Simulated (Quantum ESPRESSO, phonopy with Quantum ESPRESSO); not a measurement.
# BP (F-43m): phonons against volume

Wanted: mode Grüneisen parameters of BP and a free-energy fit over volumes.

Experimental results on record:
- volume expansion coefficient 9.6 1e-6/K near room temperature (given in “Thermal expansion coefficients of high thermal conducting BAs and BP materials (three times its linear coefficient)”, 2019, arxiv:1906.04101)

Main program and level: Quantum ESPRESSO 7.5; DFT LDA, scalar-relativistic, plane waves, GBRV ultrasoft pseudopotentials.

Most raw output is cut from this account.

**1. The starting structure**

It takes space group F-43m (No. 216, cubic). Conventional cell: a = 4.538 Å, b = 4.538 Å, c = 4.538 Å, α = 90.00°, β = 90.00°, γ = 90.00°. B has 4 P at 1.97 Å nearest. P has 4 B at 1.97 Å nearest. Farther neighbours are not listed.

**2. A first coarse run**

A cheap single point shows whether the cell is a metal or an insulator and how far it is from rest; that sets the k-mesh and the occupations of what follows.

Contents of probe.in:

```
 &control
    calculation='scf',
    prefix='x',
    outdir='./tmp',
    pseudo_dir='./pseudo',
    tprnfor=.true.,
    tstress=.true.,
    verbosity='high',
 /
 &system
    ibrav=0,
    nat=2,
    ntyp=2,
    ecutwfc=40.0,
    ecutrho=240.0,
    occupations='smearing',
    smearing='gaussian',
    degauss=0.01,
 /
 &electrons
    conv_thr=1.0d-07,
    mixing_beta=0.7,
    electron_maxstep=100,
 /
ATOMIC_SPECIES
 B      10.8100  B.upf
 P      30.9738  P.upf
CELL_PARAMETERS angstrom
     0.000000000    2.269000000    2.269000000
     2.269000000    0.000000000    2.269000000
     2.269000000    2.269000000    0.000000000
ATOMIC_POSITIONS crystal
 B      0.000000000   0.000000000   0.000000000
 P      0.250000000   0.250000000   0.250000000
K_POINTS automatic
 6 6 6 0 0 0
```

Started as:

```
$ OMP_NUM_THREADS=1 mpirun -n 8 pw.x -nk 8 -in probe.in > probe.out
```

Elapsed: 1.5 s, on 8 MPI ranks of Intel Xeon 6975P-C (Granite Rapids), shared host; 9.7 s of CPU time.

A gap read on the k-mesh alone can miss the band edges.

Numbers from this step:

```yaml
volume_per_atom: 11.68 Å³
pressure: -4.806 GPa
gap_on_the_k_mesh: 1.298 eV
```

The start is under -4.8 GPa at this level and looks like an insulator or semiconductor on this mesh.

**3. Finding the static equilibrium**

The vibrations must be taken about the equilibrium of this functional, not about the starting cell, so the structure is relaxed.

Contents of relax.in:

```
 &control
    calculation='vc-relax',
    prefix='x',
    outdir='./tmp',
    pseudo_dir='./pseudo',
    tprnfor=.true.,
    tstress=.true.,
    forc_conv_thr=2.0d-05,
    etot_conv_thr=1.0d-07,
    nstep=40,
 /
 &system
    ibrav=0,
    nat=2,
    ntyp=2,
    ecutwfc=40.0,
    ecutrho=240.0,
    occupations='fixed',
    nbnd=6,
 /
 &electrons
    conv_thr=1.0d-11,
    mixing_beta=0.7,
    electron_maxstep=100,
 /
 &ions
 /
 &cell
    press_conv_thr=0.1,
 /
ATOMIC_SPECIES
 B      10.8100  B.upf
 P      30.9738  P.upf
CELL_PARAMETERS angstrom
     0.000000000    2.269000000    2.269000000
     2.269000000    0.000000000    2.269000000
     2.269000000    2.269000000    0.000000000
ATOMIC_POSITIONS crystal
 B      0.000000000   0.000000000   0.000000000
 P      0.250000000   0.250000000   0.250000000
K_POINTS automatic
 10 10 10 0 0 0
```

Started as:

```
$ OMP_NUM_THREADS=1 mpirun -n 8 pw.x -nk 8 -in relax.in > relax.out
```

Elapsed: 3.3 s, on 8 MPI ranks.

The steps of the relaxation:

```csv
step,energy less that of the first step (eV),largest force (eV/Å),volume (Å³)
1,0.0000,0.0000,23.36
2,-0.0105,0.0000,22.78
3,-0.0108,0.0000,22.67
4,-0.0108,0.0000,22.68
5,-0.0106,0.0000,22.68
```

```csv
"conventional cell, symmetrised",before,after,change
a (Å),4.538,4.493,-1.0 %
b (Å),4.538,4.493,-1.0 %
c (Å),4.538,4.493,-1.0 %
volume (Å³/atom),11.68,11.34,-2.9 %
```

Final coordinates:

```cif
data_structure
_symmetry_space_group_name_H-M 'P 1'
_symmetry_Int_Tables_number 1
_cell_length_a 3.1772
_cell_length_b 3.1772
_cell_length_c 3.1772
_cell_angle_alpha 60.000
_cell_angle_beta 60.000
_cell_angle_gamma 60.000
_cell_volume 22.68
loop_
_atom_site_label
_atom_site_type_symbol
_atom_site_fract_x
_atom_site_fract_y
_atom_site_fract_z
_atom_site_occupancy
B1 B 0.00000 0.00000 0.00000 1
P2 P 0.25000 0.25000 0.25000 1
```

This step gave:

```yaml
volume_per_atom: 11.34 Å³
pressure: -0.01 GPa
gap_on_the_k_mesh: 1.151 eV
```

After the last step pw.x solved the final cell once more on a basis chosen for it, which moves the energy without moving the atoms.

**4. Self-consistent run**

A tight ground state at this cell gives the energy of this member; its pressure is the stress at this cutoff, which can carry an offset from the finite basis.

Contents of scf.in:

```
 &control
    calculation='scf',
    prefix='x',
    outdir='./tmp',
    pseudo_dir='./pseudo',
    tprnfor=.true.,
    tstress=.true.,
 /
 &system
    ibrav=0,
    nat=2,
    ntyp=2,
    ecutwfc=40.0,
    ecutrho=240.0,
    occupations='fixed',
    nbnd=6,
 /
 &electrons
    conv_thr=1.0d-12,
    mixing_beta=0.7,
    electron_maxstep=100,
 /
ATOMIC_SPECIES
 B      10.8100  B.upf
 P      30.9738  P.upf
CELL_PARAMETERS angstrom
     0.000000000    2.246629604    2.246629604
     2.246629604    0.000000000    2.246629604
     2.246629604    2.246629604    0.000000000
ATOMIC_POSITIONS crystal
 B      0.000000000   0.000000000   0.000000000
 P      0.250000000   0.250000000   0.250000000
K_POINTS automatic
 12 12 12 0 0 0
```

Started as:

```
$ OMP_NUM_THREADS=1 mpirun -n 8 pw.x -nk 8 -in scf.in > scf.out
```

Run time: 1.8 s. Hardware: 8 MPI ranks; 13 s of CPU time.

This step gave:

* pressure: -0.01300 GPa
* gap on the k-mesh: 1.145 eV

On a basis chosen for the relaxed cell the pressure is -0.013 GPa, small enough for phonons.

**5. Born charges and dielectric tensor**

In a polar crystal the Born charges and ε∞ give the long-range dipole term that a finite supercell misses. They are those of this k-mesh and were not tested on a denser one; where the gap is small they converge slowly, and the LO modes with them.

Contents of ph.in:

```
phonons
 &inputph
    prefix='x',
    outdir='./tmp',
    fildyn='x.dyn',
    tr2_ph=1.0d-18,
    epsil=.true.,
 /
0.000000000 0.000000000 0.000000000
```

scf.in is that of step 4.

Started as:

```
$ OMP_NUM_THREADS=1 mpirun -n 8 ph.x -nk 8 -in ph.in > ph.out
```

It took 9.6 s on 8 MPI ranks.

Numbers from this step:

```
Γ frequencies : -5.21, -5.21, -5.21, 820.4, 820.4, 820.4 cm⁻¹ (negative: imaginary)
Γ symmetry    : T_2 G_15 P_4 I+R, T_2 G_15 P_4 I+R, T_2 G_15 P_4 I+R, T_2 G_15 P_4 I+R, T_2 G_15 P_4 I+R, T_2 G_15 P_4 I+R
```

ε∞:

```
9.21 0.00 0.00
0.00 9.21 0.00
0.00 0.00 9.21
```

Born charge (rows field, columns displacement), before the sum rule (e), principal values of the symmetric part by kind of site:

```csv
atom,atoms with these values,low,middle,high,mean
B1,1,-0.6283,-0.6283,-0.6283,-0.6283
P2,1,0.6252,0.6252,0.6252,0.6252
```

In full for B1:

```
-0.6283  0.0000  0.0000
 0.0000 -0.6283  0.0000
 0.0000  0.0000 -0.6283
```

The Born charges sum to zero within 0.0031 e; the rest is removed before use. Acoustic frequencies in this log differ from zero by the error of the sum rule, which ph.x does not impose.

**6. A displaced supercell**

One atom (for the harmonic constants) or a pair of atoms (for the cubic ones) is moved by a few hundredths of an ångström; the forces on all atoms give a column of force constants. The threshold is tight because the forces are small.

System of this step: BP. The cell holds 54 atoms: 27 B and 27 P. Its edges and angles: a = 9.532 Å, b = 9.532 Å, c = 9.532 Å, α = 60.0°, β = 60.0°, γ = 60.0°. It derives from BP, repeated 3×3×3.

Contents of disp-00002.in:

```
 &control
    calculation='scf',
    prefix='x',
    outdir='./tmp',
    pseudo_dir='./pseudo',
    tprnfor=.true.,
    disk_io='none',
 /
 &system
    ibrav=0,
    nat=54,
    ntyp=2,
    ecutwfc=40.0,
    ecutrho=240.0,
    occupations='fixed',
    nbnd=110,
 /
 &electrons
    conv_thr=1.0d-11,
    mixing_beta=0.7,
    electron_maxstep=100,
 /
ATOMIC_SPECIES
 B      10.8100  B.upf
 P      30.9738  P.upf
CELL_PARAMETERS angstrom
     0.000000000    6.739888812    6.739888812
     6.739888812    0.000000000    6.739888812
     6.739888812    6.739888812    0.000000000
ATOMIC_POSITIONS crystal
 B      0.000000000   0.000000000   0.000000000
 B      0.333333333   0.000000000   0.000000000
 B      0.666666667   0.000000000   0.000000000
 B      0.000000000   0.333333333   0.000000000
 B      0.333333333   0.333333333   0.000000000
 B      0.666666667   0.333333333   0.000000000
 B      0.000000000   0.666666667   0.000000000
 B      0.333333333   0.666666667   0.000000000
[... 42 atom lines left out ...]
 P      0.750000000   0.416666667   0.750000000
 P      0.083333333   0.750000000   0.750000000
 P      0.416666667   0.750000000   0.750000000
 P      0.750000000   0.750000000   0.750000000
K_POINTS automatic
 3 3 3 0 0 0
```

Started as:

```
$ OMP_NUM_THREADS=1 mpirun -n 4 pw.x -nk 4 -in disp-00002.in > disp-00002.out
```

It took 5.8 min on 4 MPI ranks.

This step gave:

* gap on the k-mesh: 1.157 eV

Force (size) by element, in eV/Å:

```csv
element,atoms,mean,spread (r.m.s.),least,largest
B,27,0.018,0.043,0.000,0.171
P,27,0.026,0.086,0.001,0.462
```

The atoms with the largest values:

```csv
atom,"x, y, z (Å)",force (eV/Å)
P28,"1.12, 1.14, 1.14","0.010, -0.327, -0.327"
B2,"0.00, 2.25, 2.25","-0.075, 0.109, 0.109"
B1,"0.00, 0.00, 0.00","0.066, 0.101, 0.101"
B4,"2.25, 0.00, 2.25","-0.001, 0.035, 0.035"
B10,"2.25, 2.25, 0.00","-0.001, 0.035, 0.035"
P29,"1.12, 3.37, 3.37","-0.007, 0.022, 0.022"
P30,"1.12, 5.62, 5.62","0.007, 0.021, 0.021"
P31,"3.37, 1.12, 3.37","0.015, -0.016, 0.013"
```

At this level the gap is 1.16 eV on the k-mesh of the self-consistent run, which can miss the band edges.

**7. A displaced supercell**

disp-00001.in, as its differences from disp-00002.in of step 6:

```diff
@@ -30,3 +30,3 @@
 ATOMIC_POSITIONS crystal
- B      0.000000000   0.000000000   0.000000000
+ B      0.002098274   0.000000000   0.000000000
  B      0.333333333   0.000000000   0.000000000
@@ -57,3 +57,3 @@
  B      0.666666667   0.666666667   0.666666667
- P      0.085431608   0.083333333   0.083333333
+ P      0.083333333   0.083333333   0.083333333
  P      0.416666667   0.083333333   0.083333333
```

Started as:

```
$ OMP_NUM_THREADS=1 mpirun -n 4 pw.x -nk 4 -in disp-00001.in > disp-00001.out
```

Wall time 6 min (4 MPI ranks).

**8. Phonons, V/V0 1**

This step: DFT LDA, scalar-relativistic, plane waves, GBRV ultrasoft pseudopotentials (phonopy with Quantum ESPRESSO 4.10.0 / 7.5).

Run time: 6 min. Hardware: 8 threads; 47 min of CPU time.

This step gave:

| Quantity | Value |
| --- | --- |
| point group | -43m |
| highest frequency | 828.4 cm⁻¹ |
| Debye temperature from the second moment | 1110 K |
| lowest frequency on the path | 0 cm⁻¹ |
| zero-point energy | 0.2055 eV/cell |
| Γ frequencies | 0, 0, 0, 820.7, 820.7, 820.7 cm⁻¹ (negative: imaginary) |

Phonopy, LO-TO term from ph.x's tensors. Phonon branches along the path, in cm⁻¹:

```csv
point,branch 1,branch 2,branch 3,branch 4,branch 5,branch 6
Γ,0,0,0,821,821,828
halfway,238,238,370,773,773,824
X,310,310,532,717,717,801
halfway,308,341,518,710,720,802
U,302,402,480,695,730,805
jump to K,302,402,480,695,730,805
halfway,211,272,376,776,787,807
Γ,0,0,0,821,821,828
halfway,175,175,354,798,798,810
L,223,223,513,775,777,777
halfway,281,348,484,716,753,802
W,353,401,456,699,721,802
halfway,332,345,504,708,719,802
X,310,310,532,717,717,801
```

Harmonic. Thermo, by row:

```csv
T (K),F_vib (meV/atom),S (J/mol-atom/K),C_V (J/mol-atom/K)
0,102.7,0,0
50,102.7,0.109,0.402
100,102.5,1.082,2.997
150,101.5,2.913,6.253
200,99.38,5.145,9.371
250,96.09,7.542,12.15
300,91.56,9.97,14.47
350,85.77,12.35,16.34
400,78.78,14.63,17.82
450,70.63,16.8,18.98
500,61.39,18.85,19.9
550,51.11,20.78,20.64
600,39.87,22.6,21.23
650,27.71,24.32,21.72
700,14.68,25.95,22.12
750,0.83,27.48,22.45
800,-13.79,28.94,22.73
850,-29.15,30.33,22.96
900,-45.21,31.64,23.16
950,-61.94,32.9,23.33
1000,-79.31,34.1,23.48
```

The modes has structure finer than the step of the table below, so its rows give means over 20 cm⁻¹, whole bins alone (the curve runs from -10 to 863 cm⁻¹). Peaks (cm⁻¹: height): B 802.8: 0.0469; P 303.1: 0.0127, 467.8: 0.0133, 802.8: 0.00712.

Phonopy on the run's constants, 21x21x21 mesh, Gaussian sigma 6.2 cm⁻¹. The modes by wavenumber; means over each step; values in 1/cm⁻¹/cell:

```csv
wavenumber (cm⁻¹),B,P
0,2.7e-6,1.1e-5
20,2.6e-6,6.0e-6
40,2.6e-5,7.5e-5
60,4.2e-5,1.3e-4
80,1.2e-4,3.4e-4
100,1.3e-4,3.9e-4
120,2.5e-4,7.3e-4
140,3.5e-4,0.00106
160,4.4e-4,0.00135
180,7.1e-4,0.00223
200,9.9e-4,0.00321
220,0.00167,0.00560
240,0.00222,0.00775
260,0.00233,0.00855
280,0.00261,0.0102
300,0.00279,0.0119
320,0.00213,0.00987
340,0.00140,0.00707
360,0.00111,0.00579
380,0.00103,0.00571
400,9.6e-4,0.00555
420,6.0e-4,0.00378
440,5.5e-4,0.00500
460,6.9e-4,0.0113
480,5.2e-4,0.0112
500,1.8e-4,0.00557
520,3.6e-5,0.00165
540,9.3e-7,1.5e-4
560,0,5.0e-8
580,0,0
600,0,0
620,0,0
640,0,0
660,0,0
680,8.1e-4,2.4e-5
700,0.00990,5.6e-4
720,0.0156,0.00244
740,0.0180,0.00384
760,0.0173,0.00430
780,0.0151,0.00401
800,0.0345,0.00573
820,0.0141,0.00277
840,6.5e-4,1.8e-4
```

No LO-TO term. The modes at Γ (shares of kinetic energy by element, %):

```csv
mode,frequency (cm⁻¹),symmetry,B %,P %
1,0.0,T2,26,74
2,0.0,T2,26,74
3,0.0,T2,26,74
4,820.7,T2,74,26
5,820.7,T2,74,26
6,820.7,T2,74,26
```

Displacements in mode 4 (820.7 cm⁻¹), the largest set to 1:
```
B1   1.00  0.00  0.00
P2  -0.35  0.00  0.00
```

No mode is imaginary beyond numerical noise along the path.

The time given is that of the 2 pw.x runs on displaced cells behind this step.

The supercell is 7.8 Å across at its narrowest and was not tested against a larger one: only its own wavevectors are exact, and acoustic branches between them, with the entropy at low temperature, can be off.

**9. Self-consistent run, V/V0 1.015**

This step: DFT LDA, scalar-relativistic, plane waves, GBRV ultrasoft pseudopotentials (Quantum ESPRESSO 7.5).

System of this step: BP. The structure is cubic, space group F-43m (No. 216). Conventional cell: a = 4.516 Å, b = 4.516 Å, c = 4.516 Å, α = 90.00°, β = 90.00°, γ = 90.00°. Nearest to B lie 4 P at 1.96 Å. Nearest to P lie 4 B at 1.96 Å. Farther neighbours are not listed.

Edit scf.in of step 5 so:

```diff
@@ -26,5 +26,5 @@
 CELL_PARAMETERS angstrom
-     0.000000000    2.246629604    2.246629604
-     2.246629604    0.000000000    2.246629604
-     2.246629604    2.246629604    0.000000000
+     0.000000000    2.257807050    2.257807050
+     2.257807050    0.000000000    2.257807050
+     2.257807050    2.257807050    0.000000000
 ATOMIC_POSITIONS crystal
```

Started as:

```
$ OMP_NUM_THREADS=1 mpirun -n 8 pw.x -nk 8 -in scf.in > scf.out
```

The job ended after 1.9 s (8 MPI ranks).

At this level the gap is 1.16 eV on the k-mesh of the self-consistent run, which can miss the band edges.

**10. Zone-centre response**

ph.in is that of step 5.

scf.in is that of step 9.

Started as:

```
$ OMP_NUM_THREADS=1 mpirun -n 8 ph.x -nk 8 -in ph.in > ph.out
```

Elapsed: 9.3 s, on 8 MPI ranks; 72 s of CPU time.

ε∞:

```
9.22 0.00 0.00
0.00 9.22 0.00
0.00 0.00 9.22
```

The Born charges sum to zero within 0.0030 e; the rest is removed before use. Acoustic frequencies in this log differ from zero by the error of the sum rule, which ph.x does not impose.

**11. A displaced supercell**

System of this step: BP. The cell holds 54 atoms: 27 B and 27 P. Cell: a = 9.579 Å, b = 9.579 Å, c = 9.579 Å, α = 60.0°, β = 60.0°, γ = 60.0°. It derives from BP, repeated 3×3×3.

Edit disp-00001.in of step 7 so:

```diff
@@ -26,7 +26,7 @@
 CELL_PARAMETERS angstrom
-     0.000000000    6.739888812    6.739888812
-     6.739888812    0.000000000    6.739888812
-     6.739888812    6.739888812    0.000000000
+     0.000000000    6.773421149    6.773421149
+     6.773421149    0.000000000    6.773421149
+     6.773421149    6.773421149    0.000000000
 ATOMIC_POSITIONS crystal
- B      0.002098274   0.000000000   0.000000000
+ B      0.002087887   0.000000000   0.000000000
  B      0.333333333   0.000000000   0.000000000
```

Started as:

```
$ OMP_NUM_THREADS=1 mpirun -n 4 pw.x -nk 4 -in disp-00001.in > disp-00001.out
```

It took 5.4 min on 4 MPI ranks; 22 min of CPU time.

**12. Phonons, V/V0 1.015**

This step: DFT LDA, scalar-relativistic, plane waves, GBRV ultrasoft pseudopotentials (phonopy with Quantum ESPRESSO 4.10.0 / 7.5).

The job ended after 5.7 min (8 threads).

No mode is imaginary beyond numerical noise along the path. The highest zone-centre mode (no LO–TO term) moved by -1.5 % for a volume change of +1.5 %.

The time given is that of the 2 pw.x runs on displaced cells behind this step.

**13. Self-consistent run, V/V0 0.985**

This step: DFT LDA, scalar-relativistic, plane waves, GBRV ultrasoft pseudopotentials (Quantum ESPRESSO 7.5).

System of this step: BP. Symmetry: F-43m, No. 216, cubic system. The conventional cell has a = 4.471 Å, b = 4.471 Å, c = 4.471 Å, α = 90.00°, β = 90.00°, γ = 90.00°. Nearest to B lie 4 P at 1.94 Å. Nearest to P lie 4 B at 1.94 Å. Farther neighbours are not listed.

Edit scf.in of step 10 so:

```diff
@@ -26,5 +26,5 @@
 CELL_PARAMETERS angstrom
-     0.000000000    2.257807050    2.257807050
-     2.257807050    0.000000000    2.257807050
-     2.257807050    2.257807050    0.000000000
+     0.000000000    2.235339817    2.235339817
+     2.235339817    0.000000000    2.235339817
+     2.235339817    2.235339817    0.000000000
 ATOMIC_POSITIONS crystal
```

Started as:

```
$ OMP_NUM_THREADS=1 mpirun -n 8 pw.x -nk 8 -in scf.in > scf.out
```

Wall time 1.8 s (8 MPI ranks).

The run ends at a pressure of 2.71 GPa.

**14. Born charges and dielectric tensor**

ph.in is that of step 10.

scf.in is that of step 13.

Started as:

```
$ OMP_NUM_THREADS=1 mpirun -n 8 ph.x -nk 8 -in ph.in > ph.out
```

Run time: 9.2 s. Hardware: 8 MPI ranks; 71 s of CPU time.

ε∞:

```
9.21 0.00 0.00
0.00 9.21 0.00
0.00 0.00 9.21
```

The Born charges sum to zero within 0.0031 e; the rest is removed before use. Acoustic frequencies in this log differ from zero by the error of the sum rule, which ph.x does not impose.

**15. A displaced supercell**

System of this step: BP. The cell holds 54 atoms: 27 B and 27 P. Its edges and angles: a = 9.484 Å, b = 9.484 Å, c = 9.484 Å, α = 60.0°, β = 60.0°, γ = 60.0°. It derives from BP, repeated 3×3×3.

Edit disp-00001.in of step 11 so:

```diff
@@ -26,7 +26,7 @@
 CELL_PARAMETERS angstrom
-     0.000000000    6.773421149    6.773421149
-     6.773421149    0.000000000    6.773421149
-     6.773421149    6.773421149    0.000000000
+     0.000000000    6.706019452    6.706019452
+     6.706019452    0.000000000    6.706019452
+     6.706019452    6.706019452    0.000000000
 ATOMIC_POSITIONS crystal
- B      0.002087887   0.000000000   0.000000000
+ B      0.002108872   0.000000000   0.000000000
  B      0.333333333   0.000000000   0.000000000
```

Started as:

```
$ OMP_NUM_THREADS=1 mpirun -n 4 pw.x -nk 4 -in disp-00001.in > disp-00001.out
```

Run time: 5.7 min. Hardware: 4 MPI ranks; 23 min of CPU time.

**16. Phonons, V/V0 0.985**

This step: DFT LDA, scalar-relativistic, plane waves, GBRV ultrasoft pseudopotentials (phonopy with Quantum ESPRESSO 4.10.0 / 7.5).

The job ended after 5.8 min (8 threads).

Phonopy, LO-TO term from ph.x's tensors. Phonon branches along the path, in cm⁻¹:

```csv
point,branch 1,branch 2,branch 3,branch 4,branch 5,branch 6
Γ,0,0,0,833,833,841
halfway,238,238,375,787,787,838
X,309,309,539,733,733,814
halfway,308,341,525,725,736,816
U,302,404,487,710,746,820
jump to K,302,404,487,710,746,820
halfway,211,274,381,790,801,821
Γ,0,0,0,833,833,841
halfway,175,175,360,811,811,823
L,223,223,521,788,792,792
halfway,281,350,491,730,768,818
W,355,402,463,712,738,818
halfway,332,346,511,723,736,816
X,309,309,539,733,733,814
```

No mode is imaginary beyond numerical noise along the path. The highest zone-centre mode (no LO–TO term) moved by +1.5 % for a volume change of -1.5 %.

The time given is that of the 2 pw.x runs on displaced cells behind this step.

**17. Self-consistent run, V/V0 1.03**

This step: DFT LDA, scalar-relativistic, plane waves, GBRV ultrasoft pseudopotentials (Quantum ESPRESSO 7.5).

System of this step: BP. The structure is cubic, space group F-43m (No. 216). Conventional cell: a = 4.538 Å, b = 4.538 Å, c = 4.538 Å, α = 90.00°, β = 90.00°, γ = 90.00°. B has 4 P at 1.96 Å nearest. Nearest to P lie 4 B at 1.96 Å. Farther neighbours are not listed.

Edit scf.in of step 14 so:

```diff
@@ -26,5 +26,5 @@
 CELL_PARAMETERS angstrom
-     0.000000000    2.235339817    2.235339817
-     2.235339817    0.000000000    2.235339817
-     2.235339817    2.235339817    0.000000000
+     0.000000000    2.268874908    2.268874908
+     2.268874908    0.000000000    2.268874908
+     2.268874908    2.268874908    0.000000000
 ATOMIC_POSITIONS crystal
```

Started as:

```
$ OMP_NUM_THREADS=1 mpirun -n 8 pw.x -nk 8 -in scf.in > scf.out
```

The job ended after 1.8 s (8 MPI ranks).

The run ends at a pressure of -4.91 GPa.

(Continued in part 2 of 2.)

[Logs are printed without paths, hosts, clocks, repeated set-up lines and the standing remarks that a program may print on its own settings, such as how far it seeks lower states.]

[Hosts, paths, dates, database ids (printed as entryN), source tags and the programs' standing remarks are cut or masked in the printed files.]

[A step with changed settings may run another functional than the one named; its input shows which.]

[Of the runs on displaced cells, only some may be shown.]
